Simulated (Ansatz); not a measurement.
## How fast states decay through NaYTeS

A new crystal, NaYTeS: structure, gap and complex bands. It is built by putting Te for part of the S in the NaYS2 structure of space group R-3m, with the volume rescaled by atomic radii. The parent structure comes from the Materials Project.

Calculated with Ansatz 0.2.0; PBEsol DFT, plane waves, PAW files, in the first sound run; inputs show where later runs differ.

The structure was built from a prototype and need not be the compound's stable phase.

**1. The starting structure**

Symmetry: R3m, No. 160, trigonal system. Conventional cell: a = 4.098 Å, b = 4.098 Å, c = 20.413 Å, α = 90.00°, β = 90.00°, γ = 120.00°. Nearest to Na lie 3 S at 3.00 Å and 3 Te at 3.00 Å. Y has 3 S at 2.83 Å and 3 Te at 2.83 Å nearest. Te has 3 Y at 2.83 Å and 3 Na at 3.00 Å nearest. Nearest to S lie 3 Y at 2.83 Å and 3 Na at 3.00 Å. It derives from NaYS2. Te for part of the S in the NaYS2 structure of space group R-3m. Farther neighbours and most contacts between anions are not listed.

**2. Cell and atoms at rest**

The substituted atoms don't fit the parent's cell, so cell and atoms relax together. A small smearing keeps the run stable in case the gap closes on the way.

Input file input.yaml:

```yaml
crystal:
  lattice:
    - [2.0490725996, 1.183032617, 6.8044626639]
    - [-2.0490725996, 1.183032617, 6.8044626639]
    - [0.0, -2.3660652339, 6.8044626639]
  atoms:
    - { symbol: Na, position: [0.0, 0.0, 0.0] }
    - { symbol: "Y", position: [0.5, 0.5, 0.5] }
    - { symbol: Te, position: [0.24291587, 0.24291587, 0.24291587] }
    - { symbol: S, position: [0.75708413, 0.75708413, 0.75708413] }
kpoints:
  mp_grid: { grid: [6, 6, 6] }
scf:
  occupations: { method: gaussian, width: 0.03 }
hamiltonian:
  xc: pbesol
output:
  forces: true
  stress: true
relax:
  f_tol: 0.02
  max_steps: 60
  cell: {}
```

The run is started by

```
> ansatz run input.yaml --threads 2 --pin off --max-ram 4096MiB --backend cpu --events-out ev --progress --plain --runs-dir out
```

Numbers of over 12 decimals in the logs are rounded to 6 here.

Output:

```text
basis.fft_grid_basis auto: the FFT boxes are laid along the combinations [[1, 0, -1], [0, 1, -1], [0, 0, 1]] of the cell's own vectors, 4.098, 4.098 and 7.204 Å long. The dense box has 30×30×50 points. Along the cell's own vectors, as sized, it would have 50×50×50, 2.78 times as many. Of the 6 symmetry operations that the crystal satisfies within crystal.symmetry.tolerance (time reversal apart; of a slab, those that  [...]
Engine: ansatz 0.2.0, aarch64-unknown-linux-gnu
Pseudopotentials: kind: paw
Pseudopotential: Na, paw, valence charge 9, recommended cutoff 420 eV (normal), Na.paw.azcp
Pseudopotential: Y, paw, valence charge 11, recommended cutoff 420 eV (normal), Y.paw.azcp
Pseudopotential: Te, paw, valence charge 16, recommended cutoff 420 eV (normal), Te.paw.azcp
Pseudopotential: S, paw, valence charge 6, recommended cutoff 420 eV (normal), S.paw.azcp
Functional definition: PBEsol
  exchange = pbesol_x
  correlation = pbesol_c
Crystal: 4 atoms, lattice volume = 98.969 Å³
Basis set: ecut = 420 eV, 1925 PW (Γ), FFT grids on a1−a3, a2−a3, a3, exchange–correlation on 60×60×100 points (8 copies of the dense FFT grid, shifted against one another)
Bands: 26, of which v1, the nominal top of the filled ones, is band 21 counted from 1 (20 counted from 0)
Symmetry: 6 space group operations
Space group: R3m (ITA 160), of the structure as read, at distance tolerance 4.6e-5 Å
k-points: 32 of 216 (time reversal used)
Non-local potential: Na, projectors of the file, l = 0: 3, l = 1: 2, l = 2: 1
Non-local potential: Y, projectors of the file, l = 0: 3, l = 1: 2, l = 2: 2, l = 3: 1
Non-local potential: Te, projectors of the file, l = 0: 2, l = 1: 2, l = 2: 2, l = 3: 2
Non-local potential: S, projectors of the file, l = 0: 2, l = 1: 2, l = 2: 2
PAW form: soft (Blöchl's): semilocal exchange-correlation on the pseudo side does not see the compensation charge
PAW frozen core: Na, regenerated for the run's functional, and the local potential with it (the file was generated under x = pbe(κ = 0.804, μ = 0.219515), c = pbe(β = 0.066725))
PAW frozen core: Y, regenerated for the run's functional, and the local potential with it (the file was generated under x = pbe(κ = 0.804, μ = 0.219515), c = pbe(β = 0.066725))
PAW frozen core: Te, regenerated for the run's functional, and the local potential with it (the file was generated under x = pbe(κ = 0.804, μ = 0.219515), c = pbe(β = 0.066725))
PAW frozen core: S, regenerated for the run's functional, and the local potential with it (the file was generated under x = pbe(κ = 0.804, μ = 0.219515), c = pbe(β = 0.066725))
PAW one-centre angular grid: Na, 110 points (default); XC on 64 Gauss nodes
PAW one-centre angular grid: Y, 590 points (default); XC on 64 Gauss nodes
PAW one-centre angular grid: Te, 590 points (default); XC on 64 Gauss nodes
PAW one-centre angular grid: S, 110 points (default); XC on 64 Gauss nodes
Initial density: superposition of atomic densities (neutral atoms: chi_scale 0, normalization atom), corrected by the library's trained network
Initial wavefunctions: pseudopotential atomic-orbital guess
Functional: x = pbesol(κ = 0.804, μ = 0.123457), c = pbesol(β = 0.046)
SCF iter   1: F=—  HF=-13063.171497 eV  |F-HF|=—  |Δ(HF+E_count)|=         —  Δρ=3.96e-3  dr2=3.13e-2  ethr=1.77e-3  ⟨swp⟩=6.7  Hψ=4074  notcnv=0
preconditioner: auto → Resta (q_TF=auto, 2.365 Å⁻¹)  ε∞=4.5  [insulator: Δε(μ)=1.371 eV  Ē_g=7.967 eV  σ=0.030 eV  W_gap=1.00  n_scr=28 (ndim 8)  ℏωp=14.9 eV  f_vac=0.005  D(μ)=0.00/eV (n_scr^D=0)  ε∞_Penn≈4.5]
SCF iter   2: F=—  HF=-13063.162484 eV  |F-HF|=—  |Δ(HF+E_count)|=   9.01e-3  Δρ=1.46e-3  dr2=3.09e-3  ethr=7.45e-5  ⟨swp⟩=2.2  Hψ=1380  notcnv=0  defer=32
SCF iter   3: F=—  HF=-13063.161865 eV  |F-HF|=—  |Δ(HF+E_count)|=   6.19e-4  Δρ=4.97e-4  dr2=2.77e-4  ethr=7.36e-6  ⟨swp⟩=2.8  Hψ=1325  notcnv=0  defer=32
SCF iter   4: F=—  HF=-13063.161880 eV  |F-HF|=—  |Δ(HF+E_count)|=   1.53e-5  Δρ=1.44e-4  dr2=2.67e-5  ethr=6.60e-7  ⟨swp⟩=2.3  Hψ=1136  notcnv=0  defer=32
SCF iter   5: F=—  HF=-13063.161870 eV  |F-HF|=—  |Δ(HF+E_count)|=   9.89e-6  Δρ=3.82e-5  dr2=1.47e-6  ethr=6.35e-8  ⟨swp⟩=2.0  Hψ=1408  notcnv=0  defer=32
SCF iter   6: F=-13063.161871 eV  HF=-13063.161871 eV  |F-HF|=5.65e-8  |Δ(HF+E_count)|=   8.19e-7  Δρ=9.20e-6  dr2=8.11e-8  ethr=2.38e-10  ⟨swp⟩=3.4  Hψ=3313  notcnv=0
SCF 1 converged in 6 iterations: F = -13063.161871 eV  dr2 = 8.11e-8
  greatest PAW one-centre occupation: 0.999 electrons in one spin orbital (limit 2), on the Na atom at site 0 (counted from 0), in its partial waves of l = 0
relax step   1: F+E_penalty+E_count = -13063.16187091 eV  Δ(F+E_penalty+E_count) = +0.000e0 eV  max|allowed force component| = 2.986e0 eV/Å  Δτ_max = 0.0000 Å  P = +4.739 GPa  Ω = 98.969 Å³  (6 SCF iters, dr2 threshold 1.00e-7 eV, accepted)
Crystal: 4 atoms, lattice volume = 101.984 Å³
Basis set: ecut = 420 eV, 1937 PW (Γ), FFT grids on a1−a3, a2−a3, a3, exchange–correlation on 60×60×100 points (8 copies of the dense FFT grid, shifted against one another)
Initial density: handed on by an earlier stage of this run
Initial wavefunctions: those handed on with the density
iter 1 solved again at ethr=1.83e-4 eV; its pass at ethr=3.10e-3 eV (dr2=7.68e-2 eV) is discarded
SCF iter   1: F=—  HF=-13063.628020 eV  |F-HF|=—  |Δ(HF+E_count)|=         —  Δρ=9.06e-3  dr2=7.65e-2  ethr=1.83e-4  ⟨swp⟩=1.3  Hψ=4799  notcnv=0
preconditioner: auto → Resta (q_TF=auto, 2.353 Å⁻¹)  ε∞=4.4  [insulator: Δε(μ)=1.146 eV  Ē_g=7.948 eV  σ=0.030 eV  W_gap=1.00  n_scr=28 (ndim 8)  ℏωp=14.7 eV  f_vac=0.000  D(μ)=0.00/eV (n_scr^D=0)  ε∞_Penn≈4.4]
SCF iter   2: F=—  HF=-13063.614864 eV  |F-HF|=—  |Δ(HF+E_count)|=   1.32e-2  Δρ=4.68e-3  dr2=1.68e-2  ethr=1.82e-4  ⟨swp⟩=2.3  Hψ=1035  notcnv=0
SCF iter   3: F=—  HF=-13063.613424 eV  |F-HF|=—  |Δ(HF+E_count)|=   1.44e-3  Δρ=9.18e-4  dr2=1.15e-3  ethr=4.00e-5  ⟨swp⟩=2.0  Hψ=1323  notcnv=0
SCF iter   4: F=—  HF=-13063.613545 eV  |F-HF|=—  |Δ(HF+E_count)|=   1.20e-4  Δρ=2.33e-4  dr2=1.30e-4  ethr=2.74e-6  ⟨swp⟩=2.0  Hψ=1000  notcnv=0
SCF iter   5: F=—  HF=-13063.613546 eV  |F-HF|=—  |Δ(HF+E_count)|=   1.65e-6  Δρ=5.50e-5  dr2=6.33e-6  ethr=3.09e-7  ⟨swp⟩=2.6  Hψ=1438  notcnv=0
SCF iter   6: F=-13063.613546 eV  HF=-13063.613546 eV  |F-HF|=1.16e-7  |Δ(HF+E_count)|=   1.71e-7  Δρ=1.37e-5  dr2=3.29e-7  ethr=9.52e-10  ⟨swp⟩=3.7  Hψ=3608  notcnv=0
SCF 2 converged in 6 iterations: F = -13063.613546 eV  dr2 = 3.29e-7
relax step   2: F+E_penalty+E_count = -13063.61354621 eV  Δ(F+E_penalty+E_count) = -4.517e-1 eV  max|allowed force component| = 3.180e-1 eV/Å  Δτ_max = 0.1976 Å  P = +0.661 GPa  Ω = 101.984 Å³  energy of the carried Pulay correction = -2.009e-4 eV  (6 SCF iters, dr2 threshold 4.00e-7 eV, accepted)
Crystal: 4 atoms, lattice volume = 103.587 Å³
Basis set: ecut = 420 eV, 1991 PW (Γ), FFT grids on a1−a3, a2−a3, a3, exchange–correlation on 60×60×100 points (8 copies of the dense FFT grid, shifted against one another)
iter 1 solved again at ethr=2.10e-5 eV; its pass at ethr=3.10e-3 eV (dr2=8.80e-3 eV) is discarded
SCF iter   1: F=—  HF=-13063.642859 eV  |F-HF|=—  |Δ(HF+E_count)|=         —  Δρ=2.84e-3  dr2=8.82e-3  ethr=2.10e-5  ⟨swp⟩=2.0  Hψ=5152  notcnv=0
preconditioner: auto → Resta (q_TF=auto, 2.347 Å⁻¹)  ε∞=4.4  [insulator: Δε(μ)=1.037 eV  Ē_g=7.865 eV  σ=0.030 eV  W_gap=1.00  n_scr=28 (ndim 8)  ℏωp=14.6 eV  f_vac=0.002  D(μ)=0.00/eV (n_scr^D=0)  ε∞_Penn≈4.4]
SCF iter   2: F=—  HF=-13063.640612 eV  |F-HF|=—  |Δ(HF+E_count)|=   2.25e-3  Δρ=1.46e-3  dr2=2.30e-3  ethr=2.10e-5  ⟨swp⟩=1.8  Hψ=878  notcnv=0
SCF iter   3: F=—  HF=-13063.639803 eV  |F-HF|=—  |Δ(HF+E_count)|=   8.09e-4  Δρ=1.53e-4  dr2=3.88e-5  ethr=5.48e-6  ⟨swp⟩=2.0  Hψ=1299  notcnv=0
SCF iter   4: F=—  HF=-13063.639791 eV  |F-HF|=—  |Δ(HF+E_count)|=   1.20e-5  Δρ=5.32e-5  dr2=3.77e-6  ethr=9.25e-8  ⟨swp⟩=2.0  Hψ=1426  notcnv=0
SCF iter   5: F=-13063.639791 eV  HF=-13063.639791 eV  |F-HF|=1.20e-8  |Δ(HF+E_count)|=   1.79e-7  Δρ=1.41e-5  dr2=2.89e-7  ethr=9.52e-10  ⟨swp⟩=5.1  Hψ=3193  notcnv=0
SCF 3 converged in 5 iterations: F = -13063.639791 eV  dr2 = 2.89e-7
relax step   3: F+E_penalty+E_count = -13063.63979081 eV  Δ(F+E_penalty+E_count) = -2.624e-2 eV  max|allowed force component| = 9.537e-2 eV/Å  Δτ_max = 0.0514 Å  P = +0.307 GPa  Ω = 103.587 Å³  energy of the carried Pulay correction = -3.054e-4 eV  (5 SCF iters, dr2 threshold 4.00e-7 eV, accepted)
[...]
relax step   4: F+E_penalty+E_count = -13063.64602928 eV  Δ(F+E_penalty+E_count) = -6.238e-3 eV  max|allowed force component| = 3.645e-2 eV/Å  Δτ_max = 0.0276 Å  P = -0.048 GPa  Ω = 104.570 Å³  energy of the carried Pulay correction = -3.686e-4 eV  (5 SCF iters, dr2 threshold 4.00e-7 eV, accepted)
[...]
relax step   5: F+E_penalty+E_count = -13063.64628574 eV  Δ(F+E_penalty+E_count) = -2.565e-4 eV  max|allowed force component| = 5.794e-3 eV/Å  Δτ_max = 0.0069 Å  P = -0.021 GPa  Ω = 104.548 Å³  energy of the carried Pulay correction = -3.671e-4 eV  (5 SCF iters, dr2 threshold 8.31e-8 eV, accepted)
Initial wavefunctions: pseudopotential atomic-orbital guess (no wavefunctions were taken with the density)
iter 1 solved again at ethr=7.70e-7 eV; its pass at ethr=3.10e-3 eV (dr2=3.24e-4 eV) is discarded
SCF iter   1: F=—  HF=-13063.646142 eV  |F-HF|=—  |Δ(HF+E_count)|=         —  Δρ=3.00e-4  dr2=2.18e-6  ethr=7.70e-7  ⟨swp⟩=3.0  Hψ=5950  notcnv=0
preconditioner: auto → Resta (q_TF=auto, 2.344 Å⁻¹)  ε∞=4.4  [insulator: Δε(μ)=1.023 eV  Ē_g=7.859 eV  σ=0.030 eV  W_gap=1.00  n_scr=28 (ndim 8)  ℏωp=14.5 eV  f_vac=0.004  D(μ)=0.00/eV (n_scr^D=0)  ε∞_Penn≈4.4]
SCF iter   2: F=—  HF=-13063.646499 eV  |F-HF|=—  |Δ(HF+E_count)|=   3.57e-4  Δρ=1.52e-4  dr2=5.56e-7  ethr=5.20e-9  ⟨swp⟩=2.2  Hψ=1462  notcnv=0
SCF iter   3: F=—  HF=-13063.646622 eV  |F-HF|=—  |Δ(HF+E_count)|=   1.23e-4  Δρ=1.37e-5  dr2=1.94e-8  ethr=1.32e-9  ⟨swp⟩=2.0  Hψ=1504  notcnv=0
SCF iter   4: F=—  HF=-13063.646623 eV  |F-HF|=—  |Δ(HF+E_count)|=   8.65e-7  Δρ=2.29e-6  dr2=1.46e-9  ethr=4.63e-11  ⟨swp⟩=2.0  Hψ=1494  notcnv=0
SCF iter   5: F=—  HF=-13063.646623 eV  |F-HF|=—  |Δ(HF+E_count)|=   2.17e-8  Δρ=3.25e-7  dr2=1.26e-10  ethr=3.48e-12  ⟨swp⟩=2.0  Hψ=1504  notcnv=0
SCF iter   6: F=-13063.646623 eV  HF=-13063.646623 eV  |F-HF|=3.64e-12  |Δ(HF+E_count)|=  1.20e-10  Δρ=9.11e-8  dr2=1.25e-11  ethr=1.00e-12  ⟨swp⟩=5.0  Hψ=2934  notcnv=0
SCF 6 converged in 6 iterations: F = -13063.646623 eV  dr2 = 1.25e-11
relax step   6: F+E_penalty+E_count = -13063.64662299 eV  Δ(F+E_penalty+E_count) = -3.372e-4 eV  max|allowed force component| = 5.751e-3 eV/Å  Δτ_max = 0.0000 Å  P = -0.022 GPa  Ω = 104.548 Å³  stress off target by 2.20e-2 GPa  SCF on the basis re-selected at this cell (its energy is not comparable with the rows above)  (6 SCF iters)
basis re-selected at this cell: Δ(F+E_penalty+E_count) = -3.372e-4 eV, ΔP = -0.001 GPa vs the last step (what re-selecting the basis moved, of the pressure what is left beyond the Pulay correction that the steps carried, after the strain that the cell walked since its last selection, with what the two solves' SCF thresholds leave and, on support functions, any second-order correction that the steps lacked; it is no m [...]
SCF converged after 6 iterations
Free energy (F): -13063.646623 eV
Harris-Foulkes:  -13063.646623 eV  (|F-HF|=3.64e-12)
Internal energy: -13063.646623 eV  (E = F + TS)
E sigma→0 (E₀):  -13063.646623 eV
Fermi energy:    7.808586 eV
--- Per-component energies (eV) ---
  E_band       = -586.738312
  E_kinetic    = 715.502448
  E_local      = -3429.310201  (includes V_loc(G=0)·N_el)
  E_nonlocal   = -111.875818
  E_hartree    = 1580.590389
  E_xc         = -431.924262
  E_vxc        = -442.450569  (∫ρ·V_xc dr)
  E_paw        = -8196.319212  (= ΣΔE_a)
  E_vpaw       = -479.784658  (= ΣTr[D̂ρ^β])
  E_aug_tail   = -0.000230  (compensation charges beyond the density's cutoff)
  E_ewald      = -3190.949968
  E_core_change = 0.640231  (= ΣΔE_core)
  E_smearing   = -0.000000  (= −TS)
  E_closure    = 0.000000  (closes the sum)
  Σ components = -13063.646623   (vs F -13063.646623, Δ=0.00e0)
--- Forces (eV/Å), atoms counted from 1 ---
  atom   1  Na     0.00000000     0.00000000     0.00540021
  atom   2  Y     -0.00000000    -0.00000000    -0.00265655
  atom   3  Te     0.00000000     0.00000000     0.00300743
  atom   4  S     -0.00000000    -0.00000000    -0.00575097
  max |Σ_I F_I| component: 1.26e-7 eV/Å
--- Stress (GPa, compression-positive) ---
       -0.021991       0.000000      -0.000000
        0.000000      -0.021991       0.000000
       -0.000000       0.000000      -0.021355
  P = ⅓ Tr σ = -0.0218 GPa (-0.218 kbar)
--- Relaxed structure (5 steps of the walk, 5 accepted, 1 SCFs on fresh bases) ---
  F+E_penalty+E_count = -13063.64662299 eV   max|allowed force component| = 5.751e-3 eV/Å   (the final SCF, on the basis selected at the relaxed cell)
  cell:  # Å, volume = 104.5478 Å³
    - [2.065883, 1.192738, 7.071516]
    - [-2.065883, 1.192738, 7.071516]
    - [0, -2.385477, 7.071516]
  atoms:
    - { symbol: Na, position: [0.00753556, 0.00753556, 0.00753556] }
    - { symbol: Y, position: [0.489750, 0.489750, 0.489750] }
    - { symbol: Te, position: [0.244372, 0.244372, 0.244372] }
    - { symbol: S, position: [0.758342, 0.758342, 0.758342] }
```

It took 17 s on 2 threads of Arm Neoverse V2, shared host; peak memory 0.4 GiB; 33 s of CPU time.

The steps of the relaxation:

| step | energy less that of the first step (eV) | largest force component (eV/Å) | pressure (GPa) | volume (Å³) |
| --- | --- | --- | --- | --- |
| 1 | 0.0000 | 2.9864 | 4.74 | 98.97 |
| 2 | -0.4517 | 0.3180 | 0.66 | 101.98 |
| 3 | -0.4779 | 0.0954 | 0.31 | 103.59 |
| 4 | -0.4842 | 0.0365 | -0.05 | 104.57 |
| 5 | -0.4844 | 0.0058 | -0.02 | 104.55 |
| 6* | -0.4848 | 0.0058 | -0.02 | 104.55 |

Relaxation steps marked * repeat the geometry before them on a plane-wave basis chosen anew for their cell, so energy and pressure can jump there.

Forces are held to the 6 operations that the run works with; a distortion that breaks them can't arise in this run.

| conventional cell, symmetrised | before | after | change |
| --- | --- | --- | --- |
| a (Å) | 4.098 | 4.132 | +0.8 % |
| b (Å) | 4.098 | 4.132 | +0.8 % |
| c (Å) | 20.413 | 21.215 | +3.9 % |
| volume (Å³/atom) | 24.74 | 26.14 | +5.6 % |

The atoms that moved most (Å, as changes of fractional coordinates times the final cell):

| atom | dx | dy | dz | length |
| --- | --- | --- | --- | --- |
| Y2 | 0.000 | 0.000 | -0.217 | 0.217 |
| Na1 | 0.000 | 0.000 | 0.160 | 0.160 |
| Te3 | 0.000 | 0.000 | 0.031 | 0.031 |
| S4 | 0.000 | 0.000 | 0.027 | 0.027 |

The relaxed structure:

```cif
data_structure
_symmetry_space_group_name_H-M 'P 1'
_symmetry_Int_Tables_number 1
_cell_length_a 7.4630
_cell_length_b 7.4630
_cell_length_c 7.4630
_cell_angle_alpha 32.140
_cell_angle_beta 32.140
_cell_angle_gamma 32.140
_cell_volume 104.55
loop_
_atom_site_label
_atom_site_type_symbol
_atom_site_fract_x
_atom_site_fract_y
_atom_site_fract_z
_atom_site_occupancy
Na1 Na 0.00754 0.00754 0.00754 1
Y2 Y 0.48975 0.48975 0.48975 1
Te3 Te 0.24437 0.24437 0.24437 1
S4 S 0.75834 0.75834 0.75834 1
```

Numbers from this step:

```
free energy  : -13063.6466 eV
Fermi energy : 7.809 eV
pressure     : -0.02178 GPa
```

The largest force component on a free atom ends at 0.0058 eV/Å.

**3. The bulk crystal and its band edges**

The energy window and the wavevectors of the next steps follow from the band edges, so these are searched first, off the mesh as well.

Input file input.yaml:

```yaml
crystal:
  lattice:
    - [2.0658833066, 1.1927382832, 7.0715163984]
    - [-2.0658833066, 1.1927382832, 7.0715163984]
    - [0.0, -2.3854765663, 7.0715163984]
  atoms:
    - { symbol: Na, position: [0.0075355631, 0.0075355631, 0.0075355631] }
    - { symbol: "Y", position: [0.4897503953, 0.4897503953, 0.4897503953] }
    - { symbol: Te, position: [0.2443724955, 0.2443724955, 0.2443724955] }
    - { symbol: S, position: [0.7583415461, 0.7583415461, 0.7583415461] }
kpoints:
  mp_grid: { grid: [6, 6, 6] }
  band_path: { path: [VBM, CBM], npoints: 30 }
scf:
  occupations: { method: fixed }
hamiltonian:
  xc: pbesol
output:
  eigenvalues: true
  write_potential: true
  write_density: true
  volumetric_format: npy
```

Output:

```text
[...]
Crystal: 4 atoms, lattice volume = 104.548 Å³
Basis set: ecut = 420 eV, 2003 PW (Γ), FFT grids on a1−a2, a2, −a2+a3
Bands: 26, of which v1, the nominal top of the filled ones, is band 21 counted from 1 (20 counted from 0)
Symmetry: 6 space group operations
[...]
k-points: 32 of 216 (time reversal used)
[...]
SCF iter   1: F=—  HF=-13063.657547 eV  |F-HF|=—  |Δ(HF+E_count)|=         —  Δρ=3.89e-3  dr2=3.24e-2  ethr=1.77e-3  ⟨swp⟩=5.0  Hψ=3224  notcnv=0  defer=74
[...]
SCF iter   7: F=-13063.646640 eV  HF=-13063.646640 eV  |F-HF|=2.84e-9  |Δ(HF+E_count)|=   1.03e-7  Δρ=3.06e-6  dr2=1.49e-8  ethr=2.38e-10  ⟨swp⟩=10.1  Hψ=3333  notcnv=0
SCF 1 converged in 7 iterations: F = -13063.646640 eV  dr2 = 1.49e-8
[...]
NSCF: frozen V_eff on 32 k-points
[...]
SCF converged after 7 iterations
Free energy (F): -13063.646640 eV
[...]
Internal energy: -13063.646640 eV  (E = F + TS)
E sigma→0 (E₀):  -13063.646640 eV
Fermi energy:    7.297352 eV
[...]
--- Band table (eV; the first three rows and the last of 32) ---
  k-point 0: bands = [... 17 lower, 4.5981, 6.3403, 7.2974, 7.2974, 9.4239, 9.4239, 9.5571, 9.9799, ... 1 higher]
  k-point 1: bands = [... 17 lower, 4.6275, 5.8720, 6.4663, 6.9143, 9.2199, 9.8772, 9.9626, 10.5763, ... 1 higher]
  k-point 2: bands = [... 17 lower, 4.5515, 4.6361, 5.7933, 6.4940, 8.8704, 10.4156, 10.6547, 11.3297, ... 1 higher]
  k-point 31: bands = [... 17 lower, 4.6212, 4.8642, 7.2088, 7.2088, 9.4518, 9.4518, 9.7185, 11.1237, ... 1 higher]
```

It took 13 s on 2 threads; peak memory 0.37 GiB; 25 s of CPU time.

Reading the cycles: dr2 is the Hartree energy of the density residual (eV), the measure of convergence; HF is the Harris–Foulkes estimate of the energy, which meets the free energy F at convergence.

This step gave:

```
Fermi energy        : 7.297 eV
gap on the k-mesh   : 1.023 eV
gap on path         : 1.023 eV, by band count; negative where bands overlap
direct gap on path  : 2.013 eV
edge places on path : 0, 0.9266 1/A along the path
```

Electronic bands along the path, in eV, zero at the Fermi level (highest filled level under fixed occupations); v1 is the highest filled band, c1 the lowest empty one:

| point | v4 | v3 | v2 | v1 | c1 | c2 | c3 | c4 |
| --- | --- | --- | --- | --- | --- | --- | --- | --- |
| VBM | -2.70 | -0.96 | 0.00 | 0.00 | 2.13 | 2.13 | 2.26 | 2.68 |
| halfway | -2.65 | -2.20 | -1.11 | -0.63 | 1.69 | 2.73 | 2.97 | 3.93 |
| CBM | -2.65 | -2.21 | -1.58 | -0.99 | 1.02 | 3.37 | 3.54 | 3.70 |

The searched edges give 1.02 eV, as on the mesh.

(Part 1 of 4 ends here.)

[Logs are printed without paths, hosts, clocks, repeated set-up lines and the standing remarks that a program may print on its own settings, such as how far it seeks lower states.]

[Hosts, paths, dates, database ids (printed as entryN), source tags and the programs' standing remarks are cut or masked in the printed files.]

[New means built here by substitution; the compound itself may be known and measured.]
